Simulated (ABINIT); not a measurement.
Planning a run of ABINIT 10.8.3 on Cl (Cmce). The input:

```
acell 3*1.0 Angstrom
rprim 
  3.145000000000 -2.250000000000 0.000000000000
  3.145000000000 2.250000000000 0.000000000000
  0.000000000000 0.000000000000 8.210000000000
ntypat 1
znucl 17
natom 4
typat 1 1 1 1
xred 
  0.870000000000 0.130000000000 0.100000000000
  0.630000000000 0.370000000000 0.600000000000
  0.130000000000 0.870000000000 0.900000000000
  0.370000000000 0.630000000000 0.400000000000
pp_dirpath "pseudos"
pseudos "Cl.upf"
ecut 25
ngkpt 4 4 2
nshiftk 1
shiftk 0 0 0
kptopt 1
chksymbreak 0
istwfk *1
occopt 1
irdwfk 1
optdriver 4
nband 360
gwcalctyp 0
ecutsigx 25
symsigma 1
nkptgw 2
kptgw 
  0.5000000000 0.5000000000 0.0000000000
  0.0000000000 0.0000000000 0.0000000000
bdgw 
  13 16
  13 16
ecuteps 6
irdscr 1
ppmodel 1
indata_prefix "in"
outdata_prefix "out"
tmpdata_prefix "tmp"
```

```sh
OMP_NUM_THREADS=1 mpirun -n 8 abinit run.abi > log
```

How long will it take on 8 MPI ranks of Arm Neoverse V2, shared host, and how much memory?

It took 60 s; on shared hardware allow 30 s to 2 min. Peak host memory was 6.7 GiB.

[Paths, hosts, dates, memory and timing lines, banners, echoed tables and standing remarks are left out of the program output.]

[Logs are printed without paths, hosts, clocks, repeated set-up lines and the standing remarks that a program may print on its own settings, such as how far it seeks lower states.]

[Runs of the session that timed out or met a known fault of the program may be left out.]

[Hosts, paths, dates, database ids (printed as entryN), source tags and the programs' standing remarks are cut or masked in the printed files.]

[G0W0 gaps are taken among the corrected bands and points alone; a level outside them can change the order at an edge.]

[Where Ansatz stands beside ABINIT at settings called matched, ABINIT's density can come from a denser mesh and the files from another edition; pairs whose starting gaps differed by over 0.03 eV were left out, so agreement reads better than it is.]
